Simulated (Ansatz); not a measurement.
# Y on Mo(100): change of the work function, part 2 of 4

How does Y on the hollow site change the work function of Mo(100) as the layer fills?

Ansatz 0.2.0; plane-wave DFT, PBE, Ansatz PAW.

So far, work function, upper face (eV): step 2 (the clean slab) 3.83.

### Step 3. The covered slab, k-mesh 4×4×1, coverage 0.111 ML

System of this step: YMo36 (Y/Mo(100)). The cell holds 37 atoms: 36 Mo and 1 Y. Cell: a = 9.450 Å, b = 9.450 Å, c = 25.354 Å, α = 90.0°, β = 90.0°, γ = 90.0°. Vacuum lies along c.

The clean slab as it ended is repeated in the plane and the adsorbate is set on one face; the cell's size fixes the coverage, and the k-mesh shrinks with it to keep the sampling density about even. Adsorbate and upper layers relax, since the dipole depends on the height.

The input, input.yaml:

```yaml
crystal:
  lattice:
    - [9.45, 0.0, 0.0]
    - [0.0, 9.45, 0.0]
    - [0.0, 0.0, 25.3543791286]
  atoms:
    - { symbol: Mo, position: [0.1666666667, 0.1666666667, 0.3549682662] }
    - { symbol: Mo, position: [0.0, 0.0, 0.4170877128] }
    - { symbol: Mo, position: [0.1666666667, 0.1666666667, 0.4818485912] }
    - { symbol: Mo, position: [0.0, 0.0, 0.536350594] }
    - { symbol: Mo, position: [0.1666666667, 0.5, 0.3549682662] }
    - { symbol: Mo, position: [0.0, 0.3333333333, 0.4170877128] }
    - { symbol: Mo, position: [0.1666666667, 0.5, 0.4818485912] }
    - { symbol: Mo, position: [0.0, 0.3333333333, 0.536350594] }
    - { symbol: Mo, position: [0.1666666667, 0.8333333333, 0.3549682662] }
    - { symbol: Mo, position: [0.0, 0.6666666667, 0.4170877128] }
    - { symbol: Mo, position: [0.1666666667, 0.8333333333, 0.4818485912] }
    - { symbol: Mo, position: [0.0, 0.6666666667, 0.536350594] }
    - { symbol: Mo, position: [0.5, 0.1666666667, 0.3549682662] }
    - { symbol: Mo, position: [0.3333333333, 0.0, 0.4170877128] }
    - { symbol: Mo, position: [0.5, 0.1666666667, 0.4818485912] }
    - { symbol: Mo, position: [0.3333333333, 0.0, 0.536350594] }
    - { symbol: Mo, position: [0.5, 0.5, 0.3549682662] }
    - { symbol: Mo, position: [0.3333333333, 0.3333333333, 0.4170877128] }
    - { symbol: Mo, position: [0.5, 0.5, 0.4818485912] }
    - { symbol: Mo, position: [0.3333333333, 0.3333333333, 0.536350594] }
    - { symbol: Mo, position: [0.5, 0.8333333333, 0.3549682662] }
    - { symbol: Mo, position: [0.3333333333, 0.6666666667, 0.4170877128] }
    - { symbol: Mo, position: [0.5, 0.8333333333, 0.4818485912] }
    - { symbol: Mo, position: [0.3333333333, 0.6666666667, 0.536350594] }
    - { symbol: Mo, position: [0.8333333333, 0.1666666667, 0.3549682662] }
    - { symbol: Mo, position: [0.6666666667, 0.0, 0.4170877128] }
    - { symbol: Mo, position: [0.8333333333, 0.1666666667, 0.4818485912] }
    - { symbol: Mo, position: [0.6666666667, 0.0, 0.536350594] }
    - { symbol: Mo, position: [0.8333333333, 0.5, 0.3549682662] }
    - { symbol: Mo, position: [0.6666666667, 0.3333333333, 0.4170877128] }
    - { symbol: Mo, position: [0.8333333333, 0.5, 0.4818485912] }
    - { symbol: Mo, position: [0.6666666667, 0.3333333333, 0.536350594] }
    - { symbol: Mo, position: [0.8333333333, 0.8333333333, 0.3549682662] }
    - { symbol: Mo, position: [0.6666666667, 0.6666666667, 0.4170877128] }
    - { symbol: Mo, position: [0.8333333333, 0.8333333333, 0.4818485912] }
    - { symbol: Mo, position: [0.6666666667, 0.6666666667, 0.536350594] }
    - { symbol: "Y", position: [0.1666666667, 0.1666666667, 0.6450317338] }
kpoints:
  mp_grid: { grid: [4, 4, 1] }
hamiltonian:
  xc: pbe
scf:
  occupations: { method: fermi_dirac, width: 0.1 }
  convergence: { dr2_threshold: 1.0e-08 }
efield:
  axis: 3
  dipole_correction: true
  ramp_position: 0.97
  ramp_width: 0.06
relax:
  f_tol: 0.02
  max_steps: 60
  constraints:
    - { sites: [0, 1, 4, 5, 8, 9, 12, 13, 16, 17, 20, 21, 24, 25, 28, 29, 32, 33] }
output:
  write_potential: true
  write_density: true
  volumetric_format: npy
```

Command:

```console
ansatz run input.yaml --threads 4 --pin off --max-ram 16384MiB --backend cpu --events-out ev --progress --plain --runs-dir out
```

Numbers of over 12 decimals in the logs are rounded to 6 here.

What it wrote:

```text
[...]
Crystal: 37 atoms, lattice volume = 2264.209 Å³
Basis set: ecut = 420 eV, 44205 PW (Γ), exchange–correlation on 128×128×360 points (8 copies of the dense FFT grid, shifted against one another)
Bands: 309, of which v1, the nominal top of the filled ones, is band 258 counted from 1 (257 counted from 0)
Symmetry: 8 space group operations
[...]
k-points: 6 of 16
[...]
SCF iter   1: F=—  HF=-182228.163215 eV  |F-HF|=—  |Δ(HF+E_count)|=         —  Δρ=7.18e-3  dr2=4.44e0  ethr=1.77e-3  p=0.589 e·Å  D=4.71e-2 V/Å  ΔV_dip=-1.19 eV  dr2_dipole=1.08e0  V_vac-E_F(+/−)=3.04/4.23 eV  ⟨swp⟩=10.7  Hψ=9064  notcnv=0
[...]
SCF iter  11: F=-182227.894480 eV  HF=-182227.894480 eV  |F-HF|=7.60e-9  |Δ(HF+E_count)|=   1.33e-8  Δρ=2.34e-7  dr2=2.20e-9  ethr=1.94e-12  p=0.430 e·Å  D=3.44e-2 V/Å  ΔV_dip=-0.87 eV  dr2_dipole=1.04e-12  V_vac-E_F(+/−)=2.99/3.86 eV  ⟨swp⟩=10.7  Hψ=12468  notcnv=0
SCF 1 converged in 11 iterations: F = -182227.894480 eV  dr2 = 2.20e-9
[...]
relax step   1: F+E_penalty+E_count = -182227.89448012 eV  Δ(F+E_penalty+E_count) = +0.000e0 eV  max|allowed force component| = 2.667e0 eV/Å  Δτ_max = 0.0000 Å  (11 SCF iters, accepted)
[...]
SCF iter   1: F=—  HF=-182228.597911 eV  |F-HF|=—  |Δ(HF+E_count)|=         —  Δρ=3.02e-3  dr2=1.32e0  ethr=2.26e-4  p=0.430 e·Å  D=3.44e-2 V/Å  ΔV_dip=-0.87 eV  dr2_dipole=2.26e-1  V_vac-E_F(+/−)=3.00/3.87 eV  ⟨swp⟩=1.0  Hψ=5369  notcnv=0
[...]
eigensolver tolerance schedule calibrated: the retry pair's looser diagonalisation under-reported the residual by θ = 0.11 (0.10/decade); ethr = c·dr2/N_el runs at the constant in force after the calibration composes with the one it found (an armed cap, an earlier calibration), c = 9.8e-2
[...]
SCF iter   2: F=—  HF=-182228.541159 eV  |F-HF|=—  |Δ(HF+E_count)|=   5.68e-2  Δρ=1.40e-3  dr2=1.43e-1  ethr=2.26e-4  p=0.425 e·Å  D=3.39e-2 V/Å  ΔV_dip=-0.86 eV  dr2_dipole=5.51e-3  V_vac-E_F(+/−)=3.01/3.87 eV  ⟨swp⟩=2.3  Hψ=3458  notcnv=0
[...]
SCF iter  10: F=-182228.531040 eV  HF=-182228.531040 eV  |F-HF|=6.02e-9  |Δ(HF+E_count)|=   1.79e-8  Δρ=3.26e-7  dr2=4.27e-9  ethr=1.90e-12  p=0.422 e·Å  D=3.37e-2 V/Å  ΔV_dip=-0.85 eV  dr2_dipole=1.13e-10  V_vac-E_F(+/−)=3.01/3.86 eV  ⟨swp⟩=8.5  Hψ=12891  notcnv=0
SCF 2 converged in 10 iterations: F = -182228.531040 eV  dr2 = 4.27e-9
relax step   2: F+E_penalty+E_count = -182228.53104044 eV  Δ(F+E_penalty+E_count) = -6.366e-1 eV  max|allowed force component| = 2.579e0 eV/Å  Δτ_max = 0.1993 Å  (10 SCF iters, accepted)
SCF iter   1: F=—  HF=-182229.097913 eV  |F-HF|=—  |Δ(HF+E_count)|=         —  Δρ=2.83e-3  dr2=1.26e0  ethr=2.17e-3  p=0.422 e·Å  D=3.37e-2 V/Å  ΔV_dip=-0.85 eV  dr2_dipole=2.18e-1  V_vac-E_F(+/−)=3.02/3.88 eV  ⟨swp⟩=4.2  Hψ=3461  notcnv=0
[...]
SCF iter  10: F=-182229.037861 eV  HF=-182229.037861 eV  |F-HF|=3.06e-9  |Δ(HF+E_count)|=   3.10e-8  Δρ=4.26e-7  dr2=9.33e-9  ethr=1.94e-12  p=0.396 e·Å  D=3.17e-2 V/Å  ΔV_dip=-0.80 eV  dr2_dipole=1.45e-10  V_vac-E_F(+/−)=3.06/3.87 eV  ⟨swp⟩=8.7  Hψ=12872  notcnv=0
SCF 3 converged in 10 iterations: F = -182229.037861 eV  dr2 = 9.33e-9
relax step   3: F+E_penalty+E_count = -182229.03786086 eV  Δ(F+E_penalty+E_count) = -5.068e-1 eV  max|allowed force component| = 2.183e0 eV/Å  Δτ_max = 0.1965 Å  (10 SCF iters, accepted)
[...]
relax step   4: F+E_penalty+E_count = -182229.40707792 eV  Δ(F+E_penalty+E_count) = -3.692e-1 eV  max|allowed force component| = 1.440e0 eV/Å  Δτ_max = 0.1959 Å  (10 SCF iters, accepted)
[...]
relax step   5: F+E_penalty+E_count = -182229.49070245 eV  Δ(F+E_penalty+E_count) = -8.362e-2 eV  max|allowed force component| = 8.009e-1 eV/Å  Δτ_max = 0.2000 Å  (10 SCF iters, accepted)
[...]
relax step   6: F+E_penalty+E_count = -182229.56150986 eV  Δ(F+E_penalty+E_count) = -7.081e-2 eV  max|allowed force component| = 1.043e0 eV/Å  Δτ_max = 0.1907 Å  (10 SCF iters, accepted)
[...]
relax step   7: F+E_penalty+E_count = -182229.63367718 eV  Δ(F+E_penalty+E_count) = -7.217e-2 eV  max|allowed force component| = 5.727e-2 eV/Å  Δτ_max = 0.0950 Å  (10 SCF iters, accepted)
[...]
relax step   8: F+E_penalty+E_count = -182229.63387466 eV  Δ(F+E_penalty+E_count) = -1.975e-4 eV  max|allowed force component| = 8.734e-2 eV/Å  Δτ_max = 0.0097 Å  (7 SCF iters, accepted)
SCF iter   1: F=—  HF=-182229.632754 eV  |F-HF|=—  |Δ(HF+E_count)|=         —  Δρ=1.29e-4  dr2=4.68e-4  ethr=1.38e-6  p=0.300 e·Å  D=2.40e-2 V/Å  ΔV_dip=-0.61 eV  dr2_dipole=2.92e-5  V_vac-E_F(+/−)=3.26/3.87 eV  ⟨swp⟩=2.0  Hψ=2858  notcnv=0
[...]
SCF iter   6: F=-182229.634246 eV  HF=-182229.634246 eV  |F-HF|=2.16e-8  |Δ(HF+E_count)|=   6.77e-8  Δρ=4.66e-7  dr2=8.25e-9  ethr=1.94e-12  p=0.301 e·Å  D=2.41e-2 V/Å  ΔV_dip=-0.61 eV  dr2_dipole=9.83e-11  V_vac-E_F(+/−)=3.26/3.87 eV  ⟨swp⟩=10.7  Hψ=13090  notcnv=0
SCF 9 converged in 6 iterations: F = -182229.634246 eV  dr2 = 8.25e-9
relax step   9: F+E_penalty+E_count = -182229.63424629 eV  Δ(F+E_penalty+E_count) = -3.716e-4 eV  max|allowed force component| = 4.219e-3 eV/Å  Δτ_max = 0.0056 Å  (6 SCF iters, accepted)
NSCF: frozen V_eff on 6 k-points
the search or the solves at the SCF's close seem to have found levels that the self-consistency loop had missed (the run counts 1). By its estimate they hold 8.62e-10 electrons. The energies and the density leave them out; if the run goes on with those levels, later outputs use occupations computed again with them
SCF converged after 6 iterations
Free energy (F): -182229.634246 eV
[...]
Internal energy: -182228.204558 eV  (E = F + TS)
E sigma→0 (E₀):  -182228.919402 eV
Entropy (-TS):   -1.429689 eV (-38.640 meV/atom)
Fermi energy:    2.757700 eV
Dipole field:    D = 0.024053 V/Å  (p = 0.300965 e·Å, saw-weighted, corrected)
Work function:   Φ+ = 3.2559 eV   Φ− = 3.8658 eV
[...]
--- Forces (eV/Å), atoms counted from 1 ---
  atom   1  Mo    -0.00000000     0.00000000     1.69628236
  atom   2  Mo     0.06214053     0.06214053    -1.61511932
  atom   3  Mo    -0.00000000     0.00000000     0.00421892
  atom   4  Mo     0.00237605     0.00237605    -0.00101944
  atom   5  Mo     0.00000000     0.02144718     1.67125956
  atom   6  Mo     0.06214053    -0.06214053    -1.61511932
  atom   7  Mo     0.00000000     0.00064949    -0.00253576
  atom   8  Mo     0.00237605    -0.00237605    -0.00101944
  atom   9  Mo     0.00000000    -0.02144718     1.67125956
  atom  10  Mo     0.02917920     0.00000000    -1.69326816
  atom  11  Mo     0.00000000    -0.00064949    -0.00253576
  atom  12  Mo     0.00037684     0.00000000    -0.00048305
  atom  13  Mo     0.02144718     0.00000000     1.67125956
  atom  14  Mo    -0.06214053     0.06214053    -1.61511932
  atom  15  Mo     0.00064949     0.00000000    -0.00253576
  atom  16  Mo    -0.00237605     0.00237605    -0.00101944
  atom  17  Mo    -0.00399021    -0.00399021     1.63607347
  atom  18  Mo    -0.06214053    -0.06214053    -1.61511932
  atom  19  Mo     0.00153640     0.00153640    -0.00165716
  atom  20  Mo    -0.00237605    -0.00237605    -0.00101944
  atom  21  Mo    -0.00399021     0.00399021     1.63607347
  atom  22  Mo    -0.02917920     0.00000000    -1.69326816
  atom  23  Mo     0.00153640    -0.00153640    -0.00165716
  atom  24  Mo    -0.00037684     0.00000000    -0.00048305
  atom  25  Mo    -0.02144718     0.00000000     1.67125956
  atom  26  Mo     0.00000000     0.02917920    -1.69326816
  atom  27  Mo    -0.00064949     0.00000000    -0.00253576
  atom  28  Mo     0.00000000     0.00037684    -0.00048305
  atom  29  Mo     0.00399021    -0.00399021     1.63607347
  atom  30  Mo     0.00000000    -0.02917920    -1.69326816
  atom  31  Mo    -0.00153640     0.00153640    -0.00165716
  atom  32  Mo     0.00000000    -0.00037684    -0.00048305
  atom  33  Mo     0.00399021     0.00399021     1.63607347
  atom  34  Mo    -0.00000000     0.00000000    -1.67633855
  atom  35  Mo    -0.00153640    -0.00153640    -0.00165716
  atom  36  Mo    -0.00000000     0.00000000    -0.00119508
  atom  37  Y      0.00000000     0.00000000     0.00411728
  max |Σ_I F_I| component: 8.55e-5 eV/Å
--- Band table (eV; the first three rows and the last of 6) ---
  k-point 0: bands = [... 254 lower, 2.6492, 2.6492, 2.6709, 2.7227, 2.7635, 2.7635, 2.7693, 2.9623, ... 47 higher]
  k-point 1: bands = [... 254 lower, 2.5503, 2.5842, 2.7471, 2.8001, 2.8056, 2.8379, 2.8514, 2.9584, ... 47 higher]
  k-point 2: bands = [... 254 lower, 2.5955, 2.6038, 2.7123, 2.7452, 2.8150, 2.8656, 2.9518, 3.0438, ... 47 higher]
  k-point 5: bands = [... 254 lower, 2.5552, 2.6081, 2.7353, 2.7528, 2.7528, 2.8133, 2.8438, 2.8438, ... 47 higher]
--- Relaxed structure (9 steps of the walk, 9 accepted, 0 SCFs on fresh bases) ---
  F+E_penalty+E_count = -182229.63424629 eV   max|allowed force component| = 4.219e-3 eV/Å
  atoms:
    - { symbol: Mo, position: [0.166667, 0.166667, 0.354968] }
    - { symbol: Mo, position: [1.6666659794015235e-11, 1.6666659794015235e-11, 0.417088] }
    - { symbol: Mo, position: [0.166667, 0.166667, 0.481895] }
    - { symbol: Mo, position: [-0.00159692, -0.00159692, 0.537397] }
    - { symbol: Mo, position: [0.166667, 0.500000, 0.354968] }
    - { symbol: Mo, position: [1.6666659794015235e-11, 0.333333, 0.417088] }
    - { symbol: Mo, position: [0.166667, 0.500424, 0.481482] }
    - { symbol: Mo, position: [-0.00159692, 0.334930, 0.537397] }
    - { symbol: Mo, position: [0.166667, 0.833333, 0.354968] }
    - { symbol: Mo, position: [1.6666659794015235e-11, 0.666667, 0.417088] }
    - { symbol: Mo, position: [0.166667, 0.832909, 0.481482] }
    - { symbol: Mo, position: [0.000547489, 0.666667, 0.536323] }
    - { symbol: Mo, position: [0.500000, 0.166667, 0.354968] }
    - { symbol: Mo, position: [0.333333, 1.6666659794015235e-11, 0.417088] }
    - { symbol: Mo, position: [0.500424, 0.166667, 0.481482] }
    - { symbol: Mo, position: [0.334930, -0.00159692, 0.537397] }
    - { symbol: Mo, position: [0.500000, 0.500000, 0.354968] }
    - { symbol: Mo, position: [0.333333, 0.333333, 0.417088] }
    - { symbol: Mo, position: [0.500752, 0.500752, 0.481801] }
    - { symbol: Mo, position: [0.334930, 0.334930, 0.537397] }
    - { symbol: Mo, position: [0.500000, 0.833333, 0.354968] }
    - { symbol: Mo, position: [0.333333, 0.666667, 0.417088] }
    - { symbol: Mo, position: [0.500752, 0.832581, 0.481801] }
    - { symbol: Mo, position: [0.332786, 0.666667, 0.536323] }
    - { symbol: Mo, position: [0.833333, 0.166667, 0.354968] }
    - { symbol: Mo, position: [0.666667, 1.6666659794015235e-11, 0.417088] }
    - { symbol: Mo, position: [0.832909, 0.166667, 0.481482] }
    - { symbol: Mo, position: [0.666667, 0.000547489, 0.536323] }
    - { symbol: Mo, position: [0.833333, 0.500000, 0.354968] }
    - { symbol: Mo, position: [0.666667, 0.333333, 0.417088] }
    - { symbol: Mo, position: [0.832581, 0.500752, 0.481801] }
    - { symbol: Mo, position: [0.666667, 0.332786, 0.536323] }
    - { symbol: Mo, position: [0.833333, 0.833333, 0.354968] }
    - { symbol: Mo, position: [0.666667, 0.666667, 0.417088] }
    - { symbol: Mo, position: [0.832581, 0.832581, 0.481801] }
    - { symbol: Mo, position: [0.666667, 0.666667, 0.535714] }
    - { symbol: Y, position: [0.166667, 0.166667, 0.610113] }
```

Elapsed: 19 min, on 4 threads of Arm Neoverse V2, shared host; peak memory 11 GiB; 75 min of CPU time.

The steps of the relaxation:

```csv
step,energy less that of the first step (eV),largest force component (eV/Å)
1,0.0000,2.6670
2,-0.6366,2.5794
3,-1.1434,2.1835
4,-1.5126,1.4396
5,-1.5962,0.8009
6,-1.6670,1.0426
7,-1.7392,0.0573
8,-1.7394,0.0873
9,-1.7398,0.0042
```

The run keeps the 8 symmetry operations that it works with, so distortions that break them were not tested.

The atoms that moved most (Å):

```
atom      dx      dy      dz  length
 Y37   0.000   0.000  -0.885   0.885
 Mo4  -0.015  -0.015   0.027   0.034
Mo16   0.015  -0.015   0.027   0.034
 Mo8  -0.015   0.015   0.027   0.034
Mo20   0.015   0.015   0.027   0.034
Mo36   0.000   0.000  -0.016   0.016
Mo27  -0.004   0.000  -0.009   0.010
Mo11   0.000  -0.004  -0.009   0.010
```

The relaxed structure:

```cif
data_structure
_symmetry_space_group_name_H-M 'P 1'
_symmetry_Int_Tables_number 1
_cell_length_a 9.4500
_cell_length_b 9.4500
_cell_length_c 25.3544
_cell_angle_alpha 90.000
_cell_angle_beta 90.000
_cell_angle_gamma 90.000
_cell_volume 2264.21
loop_
_atom_site_label
_atom_site_type_symbol
_atom_site_fract_x
_atom_site_fract_y
_atom_site_fract_z
_atom_site_occupancy
Mo1 Mo 0.16667 0.16667 0.35497 1
Mo2 Mo 0.00000 0.00000 0.41709 1
Mo3 Mo 0.16667 0.16667 0.48189 1
Mo4 Mo 0.99840 0.99840 0.53740 1
Mo5 Mo 0.16667 0.50000 0.35497 1
Mo6 Mo 0.00000 0.33333 0.41709 1
Mo7 Mo 0.16667 0.50042 0.48148 1
Mo8 Mo 0.99840 0.33493 0.53740 1
Mo9 Mo 0.16667 0.83333 0.35497 1
Mo10 Mo 0.00000 0.66667 0.41709 1
Mo11 Mo 0.16667 0.83291 0.48148 1
Mo12 Mo 0.00055 0.66667 0.53632 1
Mo13 Mo 0.50000 0.16667 0.35497 1
Mo14 Mo 0.33333 0.00000 0.41709 1
Mo15 Mo 0.50042 0.16667 0.48148 1
Mo16 Mo 0.33493 0.99840 0.53740 1
Mo17 Mo 0.50000 0.50000 0.35497 1
Mo18 Mo 0.33333 0.33333 0.41709 1
Mo19 Mo 0.50075 0.50075 0.48180 1
Mo20 Mo 0.33493 0.33493 0.53740 1
Mo21 Mo 0.50000 0.83333 0.35497 1
Mo22 Mo 0.33333 0.66667 0.41709 1
Mo23 Mo 0.50075 0.83258 0.48180 1
Mo24 Mo 0.33279 0.66667 0.53632 1
Mo25 Mo 0.83333 0.16667 0.35497 1
Mo26 Mo 0.66667 0.00000 0.41709 1
Mo27 Mo 0.83291 0.16667 0.48148 1
Mo28 Mo 0.66667 0.00055 0.53632 1
Mo29 Mo 0.83333 0.50000 0.35497 1
Mo30 Mo 0.66667 0.33333 0.41709 1
Mo31 Mo 0.83258 0.50075 0.48180 1
Mo32 Mo 0.66667 0.33279 0.53632 1
Mo33 Mo 0.83333 0.83333 0.35497 1
Mo34 Mo 0.66667 0.66667 0.41709 1
Mo35 Mo 0.83258 0.83258 0.48180 1
Mo36 Mo 0.66667 0.66667 0.53571 1
Y37 Y 0.16667 0.16667 0.61011 1
```

Numbers from this step:

```yaml
energy_at_zero_smearing: -182228.9194 eV
work_function_upper_face: 3.256 eV
work_function_lower_face: 3.866 eV
dipole_along_the_normal: 0.3010 e·Å
step_between_the_vacuum_levels: -0.6098 eV
```

Running mean over 1.575 Å of the planar mean; the ramp of the sawtooth is left out. Table of electron's electrostatic potential energy less the Fermi level by z:

```
z (Å)  electron's electrostatic potential energy less the Fermi level (eV)
  3.5                                                                 3.87
  4.0                                                                 3.86
  4.5                                                                 3.86
  5.0                                                                 3.86
  5.5                                                                 3.84
  6.0                                                                 3.78
  6.5                                                                 3.62
  7.0                                                                 3.14
  7.5                                                                 1.63
  8.0                                                                -2.54
  8.5                                                                -8.11
  9.0                                                                -11.4
  9.5                                                                -12.1
 10.0                                                                -12.3
 10.5                                                                -12.3
 11.0                                                                -12.1
 11.5                                                                -12.1
 12.0                                                                -12.7
 12.5                                                                -13.9
 13.0                                                                -14.3
 13.5                                                                -12.9
 14.0                                                                -9.47
 14.5                                                                -4.36
 15.0                                                               -0.244
 15.5                                                                 1.30
 16.0                                                                 1.99
 16.5                                                                 2.60
 17.0                                                                 3.02
 17.5                                                                 3.17
 18.0                                                                 3.22
 18.5                                                                 3.24
 19.0                                                                 3.25
 19.5                                                                 3.25
 20.0                                                                 3.26
 20.5                                                                 3.26
 21.0                                                                 3.26
 21.5                                                                 3.26
 22.0                                                                 3.26
```

The relaxation took 9 steps and lowered the energy by 1.7 eV; the largest force on the free atoms ends at 0.0042 eV/Å.

The covered face has 3.26 eV, -0.57 eV against the clean one; the bare back face has moved by +0.01 eV, a measure of how thin the slab is.

[end of part 2 of 4]

[Logs are printed without paths, hosts, clocks, repeated set-up lines and the standing remarks that a program may print on its own settings, such as how far it seeks lower states.]

[Hosts, paths, dates, database ids (printed as entryN), source tags and the programs' standing remarks are cut or masked in the printed files.]

[Maps of the electrostatic potential energy from Ansatz leave out the sawtooth potential of an applied field or a dipole correction, so their vacuum need not be flat; planar profiles and work functions include it.]
